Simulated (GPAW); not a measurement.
## Screening of a field by S/Ta(110)

Wanted: the out-of-plane polarisability of S/Ta(110).

Program: GPAW 26.7.0. Level of theory: GPAW, PAW setups; slab in vacuum, relaxation, in the first sound run; inputs show where later runs differ. Results are calculated unless marked as measured.

**1. The structure**

The cell holds 5 atoms: 4 Ta and 1 S. Cell: a = 2.867 Å, b = 2.867 Å, c = 27.431 Å, α = 90.0°, β = 90.0°, γ = 70.5°. Vacuum lies along c.

As a file:

```
Ta S
1.0
     2.34052   -1.65500    0.00000
     2.34052    1.65500    0.00000
     0.00000    0.00000   27.43085
Ta S
4 1
Direct
  0.00000 0.00000 0.32810
  0.50000 0.50000 0.41342
  0.00000 0.00000 0.49875
  0.50000 0.50000 0.58407
  0.84000 0.84000 0.67190
```

**2. Relaxing the atoms**

Forces are removed first; all later runs use this geometry. The lowest 2 atoms are held at bulk positions and keep their forces.

The input, run.py:

```python
import json
import numpy as np
from ase import Atoms
from ase.constraints import FixAtoms
from ase.optimize import BFGS
from gpaw import GPAW, PW

slab = Atoms(
    ['Ta', 'Ta', 'Ta', 'Ta', 'S'],
    positions=[
        [0.00000, 0.00000, 9.00000],
        [2.34052, 0.00000, 11.34052],
        [0.00000, 0.00000, 13.68105],
        [2.34052, 0.00000, 16.02157],
        [3.93208, 0.00000, 18.43085]],
    cell=[[2.34052, -1.655, 0.0], [2.34052, 1.655, 0.0], [0.0, 0.0, 27.43085]],
    pbc=[True, True, False])

slab.calc = GPAW(mode=PW(400), xc='PBE', kpts={'size': (12, 12, 1), 'gamma': True},
                 occupations={'name': 'fermi-dirac', 'width': 0.1}, nbands='160%',
                 convergence={'density': 1e-05}, maxiter=200,
                 poissonsolver={'dipolelayer': 'xy'},
                 symmetry={'tolerance': 1e-3, 'extra_ids': [1, 1, 0, 0, 0]}, txt='slab.txt')
result = {}
slab.set_constraint(FixAtoms([0, 1]))
path = []
opt = BFGS(slab, maxstep=0.2)
opt.attach(lambda: path.append((slab.get_potential_energy(), slab.positions.tolist(), slab.get_forces().tolist())))
result['relaxed'] = bool(opt.run(fmax=0.03, steps=40))
result['path'] = path
energy = slab.get_potential_energy()
fermi = slab.calc.get_fermi_level()
v = slab.calc.get_electrostatic_potential().mean((0, 1)) - fermi
n = slab.calc.get_pseudo_density().mean((0, 1))
L = slab.cell[2, 2]
z = np.arange(len(v)) * L / len(v)
low, high = slab.positions[:, 2].min(), slab.positions[:, 2].max()
below, above = np.interp([low - 6.8, high + 6.8], z, v)
slopes = [np.interp(x, z, np.gradient(v, z)) for x in (low - 6.8, high + 6.8)]
eps = np.array([[slab.calc.get_eigenvalues(k, s) for k in range(len(slab.calc.get_ibz_k_points()))]
                for s in range(slab.calc.get_number_of_spins())]) - fermi
top, bottom = eps[eps < 0].max(), eps[eps > 0].min()
dipole = slab.get_dipole_moment()[2]
print(f'energy {energy:.4f} eV, Fermi level {fermi:.4f} eV, dipole {dipole:.5f} e A')
print(f'potential 6.8 A off the faces, from the Fermi level: lower {below:.4f} eV, upper {above:.4f} eV')
print(f'slope of the potential there: lower {slopes[0]:.5f}, upper {slopes[1]:.5f} eV/A')
print(f'nearest levels on the mesh: {top:.4f} and {bottom:.4f} eV')
print('magnetic moment', round(slab.get_magnetic_moment(), 3))
result.update(energy=energy, fermi=fermi, dipole=dipole, below=below, above=above, slopes=slopes, edges=[top, bottom],
              z=z.tolist(), v=v.tolist(), n=n.tolist(), positions=slab.positions.tolist(),
              forces=slab.get_forces(apply_constraint=False).tolist(), moments=slab.get_magnetic_moments().tolist())
json.dump(result, open('result.json', 'w'))
```

Launch:

```sh
$ OMP_NUM_THREADS=1 OPENBLAS_NUM_THREADS=1 python run.py
```

The program printed:

```text
Step          Energy          fmax
BFGS:    0      -42.144482        2.357315
BFGS:    1      -42.296710        2.387113
BFGS:    2      -43.009475        1.500304
BFGS:    3      -42.784709        4.108261
BFGS:    4      -43.105062        0.856094
BFGS:    5      -43.127704        0.613006
BFGS:    6      -43.164947        0.923218
BFGS:    7      -43.187071        0.852748
BFGS:    8      -43.215374        0.353702
BFGS:    9      -43.219268        0.379793
BFGS:   10      -43.229058        0.374259
BFGS:   11      -43.241569        0.442531
BFGS:   12      -43.256061        0.409857
BFGS:   13      -43.262567        0.262431
BFGS:   14      -43.265832        0.247066
BFGS:   15      -43.269379        0.313042
BFGS:   16      -43.273558        0.346848
BFGS:   17      -43.278355        0.276375
BFGS:   18      -43.280877        0.109063
BFGS:   19      -43.281297        0.037145
BFGS:   20      -43.281342        0.032911
BFGS:   21      -43.281425        0.041928
BFGS:   22      -43.281541        0.044956
BFGS:   23      -43.281792        0.034017
BFGS:   24      -43.281855        0.016375
energy -43.1906 eV, Fermi level 1.7087 eV, dipole -0.02651 e A
potential 6.8 A off the faces, from the Fermi level: lower 4.7838 eV, upper 5.3952 eV
slope of the potential there: lower 0.00001, upper -0.00006 eV/A
nearest levels on the mesh: -0.0461 and 0.0001 eV
magnetic moment 0.0
```

It took 90 min on 1 thread of Arm Neoverse V1, shared host; peak memory 0.34 GiB.

Relaxation path (22 of 25):

| step | energy less that of the first step (eV) | largest force (eV/Å) |
| --- | --- | --- |
| 1 | 0.0000 | 2.3573 |
| 2 | -0.1534 | 2.3871 |
| 3 | -0.8598 | 1.5003 |
| 4 | -0.6267 | 4.1083 |
| 6 | -0.9737 | 0.6130 |
| 7 | -1.0095 | 0.9232 |
| 8 | -1.0314 | 0.8527 |
| 9 | -1.0598 | 0.3537 |
| 10 | -1.0640 | 0.3798 |
| 11 | -1.0748 | 0.3743 |
| 12 | -1.0892 | 0.4425 |
| 14 | -1.1149 | 0.2624 |
| 15 | -1.1177 | 0.2471 |
| 16 | -1.1200 | 0.3130 |
| 17 | -1.1232 | 0.3468 |
| 18 | -1.1278 | 0.2764 |
| 19 | -1.1310 | 0.1091 |
| 20 | -1.1319 | 0.0371 |
| 22 | -1.1321 | 0.0419 |
| 23 | -1.1323 | 0.0450 |
| 24 | -1.1327 | 0.0340 |
| 25 | -1.1327 | 0.0164 |

The atoms that moved most (Å):

| atom | dx | dy | dz | length |
| --- | --- | --- | --- | --- |
| S5 | 0.057 | 0.000 | -0.653 | 0.655 |
| Ta4 | -0.090 | 0.000 | 0.004 | 0.090 |
| Ta3 | -0.006 | 0.000 | -0.013 | 0.014 |

Final coordinates:

```xyz
5
Lattice="2.3405 -1.6550 0.0000 2.3405 1.6550 0.0000 0.0000 0.0000 27.4308" Properties=species:S:1:pos:R:3
Ta    0.0000    0.0000    9.0000
Ta    2.3405    0.0000   11.3405
Ta   -0.0064    0.0000   13.6681
Ta    2.2502    0.0000   16.0259
S     3.9889    0.0000   17.7780
```

Numbers from this step:

```
dipole along the normal                    : -0.02651 e·Å
levels nearest the Fermi level on the mesh : -0.04607, 5.66e-5 eV from the Fermi level
upper work function                        : 5.395 eV
lower work function                        : 4.784 eV
```

The electrostatic potential energy of an electron (without an applied field's), less the Fermi level, planar mean oscillates, so the rows of the table below give means over windows of 2.36 Å about each position, cut where the curve ends. Its maxima inside the range that stand out by 2 % of the span (Å: eV): 10.2: -1.30, 12.5: -1.42, 14.9: -1.23, 17.0: -5.13. Its minima: 9.0: -25.4, 11.4: -25.3, 13.7: -25.1, 16.1: -25.6, 17.8: -21.9.

Table of electrostatic potential energy of an electron (without an applied field's), less the Fermi level, planar mean by z; means over each step:

| z (Å) | electrostatic potential energy of an electron (without an applied field's), less the Fermi level, planar mean (eV) |
| --- | --- |
| 1.18 | 4.81 |
| 3.54 | 4.78 |
| 5.90 | 4.63 |
| 8.26 | -9.06 |
| 10.62 | -11.8 |
| 12.98 | -11.8 |
| 15.34 | -11.9 |
| 17.70 | -8.83 |
| 20.06 | 5.16 |
| 22.42 | 5.40 |
| 24.78 | 5.40 |
| 27.14 | 5.37 |

The pseudo valence density, planar mean oscillates, so the rows of the table below give means over windows of 2.36 Å about each position, cut where the curve ends. Its maxima inside the range that stand out by 2 % of the span (Å: e/Å³): 9.0: 1.51, 11.4: 1.50, 13.7: 1.49, 16.1: 1.49, 17.4: 0.538. Its minima: 10.1: 0.283, 12.4: 0.282, 14.8: 0.272, 16.9: 0.450.

The pseudo valence density, planar mean by z; means over each step:

| z (Å) | pseudo valence density, planar mean (e/Å³) |
| --- | --- |
| 3.54 | 1.8e-5 |
| 5.90 | 0.00460 |
| 8.26 | 0.573 |
| 10.62 | 0.718 |
| 12.98 | 0.721 |
| 15.34 | 0.715 |
| 17.70 | 0.427 |
| 20.06 | 0.0137 |
| 22.42 | 9.1e-6 |

The relaxation lowered the energy of the cell by 1.13 eV (energies extrapolated to zero smearing; the optimiser's log prints free energies). The largest force left on a free atom is 0.016 eV/Å.

**3. The slab's potential**

With the geometry fixed, the planar mean of the potential gives the vacuum level on each side.

This step: GPAW, PAW setups; slab in vacuum (GPAW 26.7.0).

Edit run.py of step 2 so:

```diff
@@ -3,4 +3,2 @@
 from ase import Atoms
-from ase.constraints import FixAtoms
-from ase.optimize import BFGS
 from gpaw import GPAW, PW
@@ -11,6 +9,6 @@
         [0.00000, 0.00000, 9.00000],
-        [2.34052, 0.00000, 11.34052],
-        [0.00000, 0.00000, 13.68105],
-        [2.34052, 0.00000, 16.02157],
-        [3.93208, 0.00000, 18.43085]],
+        [2.34052, -0.00000, 11.34052],
+        [-0.00642, 0.00000, 13.66814],
+        [2.25019, -0.00000, 16.02592],
+        [3.98892, -0.00000, 17.77798]],
     cell=[[2.34052, -1.655, 0.0], [2.34052, 1.655, 0.0], [0.0, 0.0, 27.43085]],
@@ -22,10 +20,4 @@
                  poissonsolver={'dipolelayer': 'xy'},
-                 symmetry={'tolerance': 1e-3, 'extra_ids': [1, 1, 0, 0, 0]}, txt='slab.txt')
+                 symmetry={'tolerance': 1e-3}, txt='slab.txt')
 result = {}
-slab.set_constraint(FixAtoms([0, 1]))
-path = []
-opt = BFGS(slab, maxstep=0.2)
-opt.attach(lambda: path.append((slab.get_potential_energy(), slab.positions.tolist(), slab.get_forces().tolist())))
-result['relaxed'] = bool(opt.run(fmax=0.03, steps=40))
-result['path'] = path
 energy = slab.get_potential_energy()
```

The program printed:

```text
energy -43.1906 eV, Fermi level 1.7087 eV, dipole -0.02623 e A
potential 6.8 A off the faces, from the Fermi level: lower 4.7840 eV, upper 5.3952 eV
slope of the potential there: lower -0.00003, upper -0.00001 eV/A
nearest levels on the mesh: -0.0000 and 0.0153 eV
magnetic moment 0.0
```

Elapsed: 4.5 min, on 1 thread; peak memory 0.33 GiB.

Numbers from this step:

```
dipole along the normal                    : -0.02623 e·Å
levels nearest the Fermi level on the mesh : -4.19e-5, 0.01529 eV from the Fermi level
```

The electrostatic potential energy of an electron (without an applied field's), less the Fermi level, planar mean oscillates, so the rows of the table below give means over windows of 2.36 Å about each position, cut where the curve ends. Its maxima inside the range that stand out by 2 % of the span (Å: eV): 10.2: -1.30, 12.5: -1.42, 14.9: -1.23, 17.0: -5.13. Its minima: 9.0: -25.4, 11.4: -25.3, 13.7: -25.1, 16.1: -25.6, 17.8: -21.9.

The electrostatic potential energy of an electron (without an applied field's), less the Fermi level, planar mean by z; means over each step:

z (Å), electrostatic potential energy of an electron (without an applied field's), less the Fermi level, planar mean (eV) and a bar from the least value:
```
     1.18        4.8 #############################
     3.54        4.8 #############################
     5.90        4.6 #############################
     8.26       -9.1 #####
    10.62      -11.8 
    12.98      -11.8 
    15.34      -11.9 
    17.70       -8.8 #####
    20.06        5.2 ##############################
    22.42        5.4 ##############################
    24.78        5.4 ##############################
    27.14        5.4 ##############################
```

The pseudo valence density, planar mean oscillates, so the rows of the table below give means over windows of 2.36 Å about each position, cut where the curve ends. Its maxima inside the range that stand out by 2 % of the span (Å: e/Å³): 9.0: 1.51, 11.4: 1.50, 13.7: 1.49, 16.1: 1.49, 17.4: 0.538. Its minima: 10.1: 0.283, 12.4: 0.282, 14.8: 0.272, 16.9: 0.450.

Table of pseudo valence density, planar mean by z; means over each step:

| z (Å) | pseudo valence density, planar mean (e/Å³) |
| --- | --- |
| 3.54 | 1.8e-5 |
| 5.90 | 0.00460 |
| 8.26 | 0.573 |
| 10.62 | 0.718 |
| 12.98 | 0.721 |
| 15.34 | 0.715 |
| 17.70 | 0.427 |
| 20.06 | 0.0137 |
| 22.42 | 9.1e-6 |

Force by atom:

| atom | x (eV/Å) | y (eV/Å) | z (eV/Å) | size |
| --- | --- | --- | --- | --- |
| Ta1 | 0.012 | 0.000 | 0.351 | 0.351 |
| Ta2 | 0.013 | 0.000 | -0.351 | 0.352 |
| Ta3 | -0.011 | 0.000 | -0.004 | 0.012 |
| Ta4 | -0.004 | 0.000 | 0.016 | 0.017 |
| S5 | -0.009 | 0.000 | -0.011 | 0.014 |

The potential is flat to 2.7e-5 eV/Å where it is read, so the vacuum is wide enough.

**4. In a field**

A uniform field along the normal polarises the slab; the atoms stay fixed, so this is the electronic response alone.

Edit run.py of step 3 so:

```diff
@@ -4,2 +4,3 @@
 from gpaw import GPAW, PW
+from gpaw.external import ConstantElectricField
 
@@ -20,2 +21,3 @@
                  poissonsolver={'dipolelayer': 'xy'},
+                 external=ConstantElectricField(-0.2, [0, 0, 1]),
                  symmetry={'tolerance': 1e-3}, txt='slab.txt')
```

The program printed:

```text
energy -43.2059 eV, Fermi level 1.8062 eV, dipole -0.12863 e A
potential 6.8 A off the faces, from the Fermi level: lower 3.4162 eV, upper 6.4208 eV
slope of the potential there: lower -0.00002, upper -0.00001 eV/A
nearest levels on the mesh: -0.0029 and 0.0156 eV
magnetic moment 0.0
```

Elapsed: 5.3 min, on 1 thread; peak memory 0.5 GiB.

Numbers from this step:

```yaml
dipole_along_the_normal: -0.1286 e·Å
levels_nearest_the_fermi_level_on_the_mesh: -0.002857, 0.01563 eV from the Fermi level
potential_below_the_slab_the_applied_field_s_own_ramp_left_out: 3.416 eV from the Fermi level
potential_above_the_slab_the_applied_field_s_own_ramp_left_out: 6.421 eV from the Fermi level
```

The electrostatic potential energy of an electron (without an applied field's), less the Fermi level, planar mean oscillates, so the rows of the table below give means over windows of 2.36 Å about each position, cut where the curve ends. Its maxima inside the range that stand out by 2 % of the span (Å: eV): 10.2: -2.01, 12.5: -1.65, 14.9: -0.998, 17.0: -4.47, 23.7: 6.42. Its minima: 9.0: -26.3, 11.4: -25.7, 13.7: -25.1, 16.1: -25.1, 17.8: -21.1.

The electrostatic potential energy of an electron (without an applied field's), less the Fermi level, planar mean by z; means over each step:

| z (Å) | electrostatic potential energy of an electron (without an applied field's), less the Fermi level, planar mean (eV) |
| --- | --- |
| 1.18 | 3.54 |
| 3.54 | 3.42 |
| 5.90 | 3.28 |
| 8.26 | -10.2 |
| 10.62 | -12.4 |
| 12.98 | -12.0 |
| 15.34 | -11.5 |
| 17.70 | -8.05 |
| 20.06 | 6.17 |
| 22.42 | 6.42 |
| 24.78 | 6.42 |
| 27.14 | 6.31 |

Force by atom:

| atom | x (eV/Å) | y (eV/Å) | z (eV/Å) | size |
| --- | --- | --- | --- | --- |
| Ta1 | 0.012 | 0.000 | 0.352 | 0.353 |
| Ta2 | 0.012 | 0.000 | -0.356 | 0.356 |
| Ta3 | -0.012 | 0.000 | -0.004 | 0.012 |
| Ta4 | 0.004 | 0.000 | 0.029 | 0.029 |
| S5 | -0.016 | 0.000 | -0.022 | 0.027 |

The dipole is now -0.129 e Å, against -0.026 in the run without a field.

**5. Field on**

Edit run.py of step 4 so:

```diff
@@ -21,3 +21,3 @@
                  poissonsolver={'dipolelayer': 'xy'},
-                 external=ConstantElectricField(-0.2, [0, 0, 1]),
+                 external=ConstantElectricField(-0.1, [0, 0, 1]),
                  symmetry={'tolerance': 1e-3}, txt='slab.txt')
```

The program printed:

```text
energy -43.1957 eV, Fermi level 1.7579 eV, dipole -0.07742 e A
potential 6.8 A off the faces, from the Fermi level: lower 4.0990 eV, upper 5.9073 eV
slope of the potential there: lower -0.00002, upper -0.00001 eV/A
nearest levels on the mesh: -0.0015 and 0.0155 eV
magnetic moment 0.0
```

Wall time 6.3 min (1 thread); peak memory 0.5 GiB.

Numbers from this step:

```
dipole along the normal                                         : -0.07742 e·Å
levels nearest the Fermi level on the mesh                      : -0.001486, 0.01546 eV from the Fermi level
potential below the slab, the applied field's own ramp left out : 4.099 eV from the Fermi level
potential above the slab, the applied field's own ramp left out : 5.907 eV from the Fermi level
```

The electrostatic potential energy of an electron (without an applied field's), less the Fermi level, planar mean oscillates, so the rows of the table below give means over windows of 2.36 Å about each position, cut where the curve ends. Its maxima inside the range that stand out by 2 % of the span (Å: eV): 10.2: -1.66, 12.5: -1.53, 14.9: -1.12, 17.0: -4.80. Its minima: 9.0: -25.9, 11.4: -25.5, 13.7: -25.1, 16.1: -25.3, 17.8: -21.5.

Table of electrostatic potential energy of an electron (without an applied field's), less the Fermi level, planar mean by z; means over each step:

z (Å), electrostatic potential energy of an electron (without an applied field's), less the Fermi level, planar mean (eV) and a bar from the least value:
```
     1.18        4.2 ###########################
     3.54        4.1 ###########################
     5.90        4.0 ###########################
     8.26       -9.6 ####
    10.62      -12.1 
    12.98      -11.9 
    15.34      -11.7 #
    17.70       -8.4 ######
    20.06        5.7 ##############################
    22.42        5.9 ##############################
    24.78        5.9 ##############################
    27.14        5.8 ##############################
```

Force by atom:

| atom | x (eV/Å) | y (eV/Å) | z (eV/Å) | size |
| --- | --- | --- | --- | --- |
| Ta1 | 0.012 | 0.000 | 0.352 | 0.352 |
| Ta2 | 0.013 | 0.000 | -0.354 | 0.354 |
| Ta3 | -0.011 | 0.000 | -0.004 | 0.012 |
| Ta4 | 0.000 | 0.000 | 0.022 | 0.022 |
| S5 | -0.012 | 0.000 | -0.017 | 0.021 |

The dipole is now -0.0774 e Å, against -0.026 in the run without a field.

**6. Field on**

Edit run.py of step 5 so:

```diff
@@ -21,3 +21,3 @@
                  poissonsolver={'dipolelayer': 'xy'},
-                 external=ConstantElectricField(-0.1, [0, 0, 1]),
+                 external=ConstantElectricField(-0.05, [0, 0, 1]),
                  symmetry={'tolerance': 1e-3}, txt='slab.txt')
```

The program printed:

```text
energy -43.1925 eV, Fermi level 1.7334 eV, dipole -0.05179 e A
potential 6.8 A off the faces, from the Fermi level: lower 4.4413 eV, upper 5.6510 eV
slope of the potential there: lower -0.00002, upper -0.00001 eV/A
nearest levels on the mesh: -0.0008 and 0.0154 eV
magnetic moment 0.0
```

The job ended after 6.3 min (1 thread; peak memory 0.5 GiB).

The electrostatic potential energy of an electron (without an applied field's), less the Fermi level, planar mean oscillates, so the rows of the table below give means over windows of 2.36 Å about each position, cut where the curve ends. Its maxima inside the range that stand out by 2 % of the span (Å: eV): 10.2: -1.48, 12.5: -1.47, 14.9: -1.18, 17.0: -4.97. Its minima: 9.0: -25.6, 11.4: -25.4, 13.7: -25.1, 16.1: -25.4, 17.8: -21.7.

Electrostatic potential energy of an electron (without an applied field's), less the Fermi level, planar mean against z; means over each step:

| z (Å) | electrostatic potential energy of an electron (without an applied field's), less the Fermi level, planar mean (eV) |
| --- | --- |
| 1.18 | 4.49 |
| 3.54 | 4.44 |
| 5.90 | 4.29 |
| 8.26 | -9.34 |
| 10.62 | -11.9 |
| 12.98 | -11.9 |
| 15.34 | -11.8 |
| 17.70 | -8.64 |
| 20.06 | 5.41 |
| 22.42 | 5.65 |
| 24.78 | 5.65 |
| 27.14 | 5.61 |

**7. Field on**

Edit run.py of step 6 so:

```diff
@@ -21,3 +21,3 @@
                  poissonsolver={'dipolelayer': 'xy'},
-                 external=ConstantElectricField(-0.05, [0, 0, 1]),
+                 external=ConstantElectricField(0.05, [0, 0, 1]),
                  symmetry={'tolerance': 1e-3}, txt='slab.txt')
```

The program printed:

```text
energy -43.1900 eV, Fermi level 1.6838 eV, dipole -0.00050 e A
potential 6.8 A off the faces, from the Fermi level: lower 5.1275 eV, upper 5.1393 eV
slope of the potential there: lower -0.00003, upper -0.00001 eV/A
nearest levels on the mesh: -0.0458 and 0.0006 eV
magnetic moment 0.0
```

Wall time 6.1 min (1 thread); peak memory 0.5 GiB.

The electrostatic potential energy of an electron (without an applied field's), less the Fermi level, planar mean oscillates, so the rows of the table below give means over windows of 2.36 Å about each position, cut where the curve ends. Its maxima inside the range that stand out by 2 % of the span (Å: eV): 10.2: -1.13, 12.5: -1.36, 14.9: -1.29, 17.0: -5.30. Its minima: 9.0: -25.2, 11.4: -25.1, 13.7: -25.1, 16.1: -25.7, 17.8: -22.1.

Table of electrostatic potential energy of an electron (without an applied field's), less the Fermi level, planar mean by z; means over each step:

z (Å), electrostatic potential energy of an electron (without an applied field's), less the Fermi level, planar mean (eV) and a bar from the least value:
```
     1.18        5.1 ##############################
     3.54        5.1 ##############################
     5.90        5.0 ##############################
     8.26       -8.8 ######
    10.62      -11.6 #
    12.98      -11.8 
    15.34      -11.9 
    17.70       -9.0 #####
    20.06        4.9 ##############################
    22.42        5.1 ##############################
    24.78        5.1 ##############################
    27.14        5.1 ##############################
```

[end of part 1 of 2]

[Logs are printed without paths, hosts, clocks, repeated set-up lines and the standing remarks that a program may print on its own settings, such as how far it seeks lower states.]

[Hosts, paths, dates, database ids (printed as entryN), source tags and the programs' standing remarks are cut or masked in the printed files.]
